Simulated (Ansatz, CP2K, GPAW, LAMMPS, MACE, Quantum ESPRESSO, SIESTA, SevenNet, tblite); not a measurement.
# Running amorphous Si0.9Ge0.1 (94 atoms) with CP2K, part 4 of 4

Wanted: CP2K inputs and outputs for amorphous Si0.9Ge0.1 (94 atoms), checked against a plane-wave reference.

Program: CP2K 2026.2; the method stands at each step. Banners and routine set-up lines are dropped from the logs; longer cuts are marked.

So far. Step 9 (PBE, DZVP-UZH, 350/50 Ry, diagonalisation): Against the first run (4.3 %), the force difference from the reference is 5.4 %, at 1.9 times the CPU time (on 4 against 2 cores), with 1222 basis functions against 1222. Step 10 (PBE, DZVP-MOLOPT-SR, 175/50 Ry, diagonalisation): Against the first run (4.3 %), the force difference from the reference is 4.3 %, at 0.98 times the CPU time: the change moves forces by 0.067 meV/Å r.m.s., so most of the difference comes from elsewhere.

## Step 11: LDA, DZVP-MOLOPT-SR, 350/50 Ry, diagonalisation

Method: Kohn-Sham DFT, LDA, GTH-PADE pseudopotentials, Gaussian and plane waves, DZVP-MOLOPT-SR-GTH, diagonalisation.

input.inp

```
&GLOBAL
  PROJECT cell
  RUN_TYPE ENERGY_FORCE
  PRINT_LEVEL LOW
&END GLOBAL
&FORCE_EVAL
  METHOD QS
  STRESS_TENSOR ANALYTICAL
  &DFT
    BASIS_SET_FILE_NAME BASIS_MOLOPT
    POTENTIAL_FILE_NAME GTH_POTENTIALS
    &MGRID
      CUTOFF 350
      REL_CUTOFF 50
    &END MGRID
    &QS
      EPS_DEFAULT 1.0E-12
    &END QS
    &SCF
      SCF_GUESS ATOMIC
      EPS_SCF 1.0E-06
      MAX_SCF 200
      ADDED_MOS 42
      &DIAGONALIZATION
        ALGORITHM STANDARD
      &END DIAGONALIZATION
      &SMEAR ON
        METHOD FERMI_DIRAC
        ELECTRONIC_TEMPERATURE [K] 580
      &END SMEAR
      &MIXING
        METHOD BROYDEN_MIXING
        ALPHA 0.15
        NBROYDEN 8
      &END MIXING
      &PRINT
        &RESTART OFF
        &END RESTART
      &END PRINT
    &END SCF
    &XC
      &XC_FUNCTIONAL PADE
      &END XC_FUNCTIONAL
    &END XC
    &PRINT
      &MULLIKEN ON
      &END MULLIKEN
      &LOWDIN ON
      &END LOWDIN
      &MO ON
        EIGENVALUES T
        OCCUPATION_NUMBERS T
        MO_INDEX_RANGE 177 200
        &EACH
          QS_SCF 0
        &END EACH
        ADD_LAST NUMERIC
      &END MO
    &END PRINT
  &END DFT
  &SUBSYS
    &CELL
      A 12.40220 0.00000 0.00000
      B 0.00000 12.40220 0.00000
      C 0.00000 0.00000 12.40220
    &END CELL
    &COORD
[... 94 atom lines left out: the same atoms as in the first run ...]
    &END COORD
    &KIND Si
      BASIS_SET DZVP-MOLOPT-SR-GTH-q4
      POTENTIAL GTH-PADE-q4
    &END KIND
    &KIND Ge
      BASIS_SET DZVP-MOLOPT-SR-GTH-q4
      POTENTIAL GTH-PADE-q4
    &END KIND
  &END SUBSYS
  &PRINT
    &FORCES ON
    &END FORCES
    &STRESS_TENSOR ON
    &END STRESS_TENSOR
  &END PRINT
&END FORCE_EVAL
```

Run with:

```bash
$ OMP_NUM_THREADS=2 cp2k.psmp -i input.inp > output.txt
```

The program printed:

```text
CP2K| version string:                                       CP2K version 2026.2
 CP2K| Input file name                                                 input.inp
 GLOBAL| Basis set file name                                        BASIS_MOLOPT
 GLOBAL| Potential file name                                      GTH_POTENTIALS
 GLOBAL| Run type                                                   ENERGY_FORCE
 GLOBAL| Total number of message passing processes                             1
 GLOBAL| Number of threads for this process                                    2
 TOTAL NUMBERS AND MAXIMUM NUMBERS
  Total number of            - Atomic kinds:                                   2
                             - Atoms:                                         94
[... lines left out ...]
                        Smear method:                                FERMI_DIRAC
[... lines left out ...]
 Number of electrons:                                                        376
[... lines left out ...]
  Step     Update method      Time    Convergence         Total energy    Change
[... lines left out ...]
  *** SCF run converged in    18 steps ***
[... lines left out ...]
  Fermi energy:                                                 0.184026
  Total energy:                                              -371.852542
  Total energy (extrapolated to T->0):                       -371.848094
[... lines left out ...]
 MO| E(Fermi):            0.184026 a.u.          5.007592 eV
[... lines left out ...]
       1     Si       1          3.979828                              0.020172
       2     Si       1          3.953437                              0.046563
       3     Si       1          4.046890                             -0.046890
[...]
# Total charge                            376.000000                  0.000000
 !-----------------------------------------------------------------------------!
 LOWDIN POPULATION ANALYSIS
 #  Atom  Element  Kind  Atomic population                           Net charge
[...]
93     Ge       2          3.511389                              0.488611
      94     Ge       2          3.516036                              0.483964
 # Total charge                            376.000000                  0.000000
 ENERGY| Total FORCE_EVAL ( QS ) energy [hartree]           -371.852612
 FORCES| Atomic forces [hartree/bohr]
 FORCES|   Atom     x               y               z               |f|
 FORCES|      1 -2.54337337E-03 -1.47787041E-02  5.84813891E-03   1.60959489E-02
 FORCES|      2  5.74426742E-04  3.36735191E-03  3.83521610E-03   5.13594271E-03
 FORCES|      3 -5.49629350E-03  1.25240689E-02 -3.45009803E-02   3.71130596E-02
[...]
FORCES|     93 -9.68930008E-03 -6.73260552E-03 -2.50289862E-03   1.20613024E-02
 FORCES|     94  2.87170936E-02  5.63885878E-03  1.32780855E-02   3.21368285E-02
 FORCES| Sum    -3.12724113E-08  9.83754362E-08  9.19711225E-08
 FORCES| Total atomic force                                       1.38254756E-07
 STRESS| Analytical stress tensor [bar]
 STRESS|                        x                   y                   z
 STRESS|      x       -1.04413004717E+04   7.73828769849E+03  -6.63987132919E+03
 STRESS|      y        7.73828769849E+03  -2.74032665076E+04   1.61871534957E+04
 STRESS|      z       -6.63987132919E+03   1.61871534957E+04  -2.62448089999E+04
 STRESS| 1/3 Trace                                            -2.13631253264E+04
```

Run time: 99 s. Hardware: 2 threads of Arm Neoverse V2, shared host; peak memory 2.1 GiB.

Compared with the plane-wave run:

| Property | Result |
| --- | --- |
| r.m.s. force component | 0.7209 eV/Å |
| r.m.s. difference of force components | 80.98 meV/Å |
| longest difference of force vectors | 377.3 meV/Å |
| force difference over r.m.s. force | 10.75 % |
| slope of forces against the reference's | 0.9523 |
| correlation of force components | 0.9949 |
| pressure | -2.136 GPa |
| pressure difference | -3.878 GPa |

Against the first run (4.3 %), the force difference from the reference is 11 %, at 0.82 times the CPU time; the model has changed, so this is no error of the program alone.

## Step 12: The ladder

Differences are against the plane-wave reference, forces as r.m.s. over components; share is that over the reference's r.m.s. force, slope the least-squares factor from reference forces to these. Total energies of different programs have different zeros and aren't compared.

```tsv
run	Δ force, r.m.s. (meV/Å)	share (%)	slope	Δ pressure (GPa)	cores	CPU time	memory (GiB)
reference	-	-	-	-	4	16 min	6.4
CP2K PBE, DZVP-MOLOPT-SR, 350/50 Ry, diagonalisation	32.4	4.30	1.013	0.0439	2	3.7 min	2.2
CP2K PBE, TZV2P-MOLOPT (SR for Ge), 350/50 Ry, diagonalisation	25.6	3.39	1.001	-0.175	4	9.5 min	4.0
CP2K PBE, SZV-MOLOPT-SR, 350/50 Ry, diagonalisation (coarse)	447	59.3	1.335	6.61	1	2.1 min	2.1
CP2K PBEsol, PBE potentials, DZVP-MOLOPT-SR, 350/50 Ry, diagonalisation	39.0	5.17	1.012	-0.652	2	3.5 min	2.2
CP2K PBE, DZVP-MOLOPT-SR, 244/50 Ry, diagonalisation (coarse)	32.4	4.30	1.013	0.0439	2	3.4 min	1.4
CP2K PBE+D3, DZVP-MOLOPT-SR, 350/50 Ry, diagonalisation	34.6	4.59	1.006	-0.732	2	3.7 min	2.3
CP2K PBE, DZVP-MOLOPT-SR, 350/20 Ry, diagonalisation (coarse)	37.0	4.92	1.012	0.114	2	2.4 min	2.2
CP2K PBE, DZVP-UZH, 350/50 Ry, diagonalisation	40.9	5.44	1.014	-0.0872	4	7.1 min	3.7
CP2K PBE, DZVP-MOLOPT-SR, 175/50 Ry, diagonalisation (coarse)	32.4	4.30	1.013	0.0439	2	3.6 min	1.1
CP2K LDA, DZVP-MOLOPT-SR, 350/50 Ry, diagonalisation	81.0	10.8	0.952	-3.88	2	3 min	2.1
```

Rows marked coarse use a setting chosen to be so.

CPU time is summed over cores on a shared host, where runs went side by side, so it is rough. Symmetry, cutoffs, thresholds, outputs and thread counts weren't matched or tuned between programs; memory under MPI is the largest rank's times the ranks.

Mean charges by element (e), by run and scheme:

```tsv
run	scheme	Si	Ge
CP2K PBE, DZVP-MOLOPT-SR, 350/50 Ry, diagonalisation	Mulliken	-0.04	+0.36
CP2K PBE, TZV2P-MOLOPT (SR for Ge), 350/50 Ry, diagonalisation	Mulliken	+0.03	-0.30
CP2K PBEsol, PBE potentials, DZVP-MOLOPT-SR, 350/50 Ry, diagonalisation	Mulliken	-0.04	+0.35
CP2K PBE, DZVP-MOLOPT-SR, 244/50 Ry, diagonalisation	Mulliken	-0.04	+0.36
CP2K PBE+D3, DZVP-MOLOPT-SR, 350/50 Ry, diagonalisation	Mulliken	-0.04	+0.36
CP2K PBE, DZVP-UZH, 350/50 Ry, diagonalisation	Mulliken	+0.02	-0.15
CP2K LDA, DZVP-MOLOPT-SR, 350/50 Ry, diagonalisation	Mulliken	-0.02	+0.23
```

Within one program, basis, potentials and functional, energies share a zero. Each run against its twin at the usual cutoff or grid and solver:

```tsv
run	twin	Δ energy (meV/atom)	Δ force, r.m.s. (meV/Å)	CPU time over the twin's
CP2K PBE, DZVP-MOLOPT-SR, 244/50 Ry, diagonalisation	DZVP-MOLOPT-SR, 350/50 Ry, diagonalisation	-1.0e-4	0.007	0.93
CP2K PBE, DZVP-MOLOPT-SR, 350/20 Ry, diagonalisation	DZVP-MOLOPT-SR, 350/50 Ry, diagonalisation	-1.78	17.3	0.66
CP2K PBE, DZVP-MOLOPT-SR, 175/50 Ry, diagonalisation	DZVP-MOLOPT-SR, 350/50 Ry, diagonalisation	7.0e-4	0.067	0.98
```

## Step 13: What came out

```json
{
  "nearest in forces": "CP2K PBE, TZV2P-MOLOPT (SR for Ge), 350/50 Ry, diagonalisation, 3.4 %",
  "its CPU time": "9.5 min"
}
```

What this shows: The PBE runs in local orbitals, coarse settings apart, differ by 3.4 % (CP2K PBE, TZV2P-MOLOPT (SR for Ge), 350/50 Ry, diagonalisation) to 5.4 % (CP2K PBE, DZVP-UZH, 350/50 Ry, diagonalisation); basis, grid and potentials can all enter. Rows with another functional or a dispersion term differ by 4.6 % (CP2K PBE+D3, DZVP-MOLOPT-SR, 350/50 Ry, diagonalisation) to 11 % (CP2K LDA, DZVP-MOLOPT-SR, 350/50 Ry, diagonalisation), which mixes the change of model with differences of basis and potentials, some of them made for another functional. Runs with settings chosen to be coarse differ by 4.3 % (CP2K PBE, DZVP-MOLOPT-SR, 244/50 Ry, diagonalisation) to 59 % (CP2K PBE, SZV-MOLOPT-SR, 350/50 Ry, diagonalisation), their programs' other errors included. Of the electronic-structure runs that take under half the reference's CPU time, CP2K PBE, DZVP-MOLOPT-SR, 350/50 Ry, diagonalisation is among the nearest, at 4.3 % in 3.7 min against 16 min. In pressure, CP2K PBE, SZV-MOLOPT-SR, 350/50 Ry, diagonalisation misses by +6.6 GPa, at the same functional. Charges hang on program or settings: among these rows the mean for Ge runs from -0.30 to +0.36 e, even in sign. The potentials hold different valence shells: 466 electrons in the reference, 376 in CP2K with DZVP-UZH; this bears on time and differences. The reference's pressure holds the uncorrected Pulay stress of its 45 Ry basis, so small pressure differences, and their order, may be the reference's own error. The quench rate of 3 K/ps is many orders above laboratory rates, so the cell is likely richer in defects and strain than a real sample. The network of bonds at the start is that of the classical potential that made the cell, and needn't be the one that DFT or experiment would give. The electronic-structure runs sample only Γ, in a cell whose shortest periodic width is 12 Å, which is coarse for a cell with partly filled levels.

[Long decimals in the printed logs are rounded to 6 places.]

[Also dropped from logs without a mark: lines with file paths, logging warnings of Python, QE's lines on negative density and diagonalisation, SIESTA's first energy breakdown, zero terms and Voronoi charges.]

[Logs are printed without paths, hosts, clocks, repeated set-up lines and the standing remarks that a program may print on its own settings, such as how far it seeks lower states.]

[Hosts, paths, dates, database ids (printed as entryN), source tags and the programs' standing remarks are cut or masked in the printed files.]

[Most failed runs of this program on this cell are left out, timed-out ones always.]
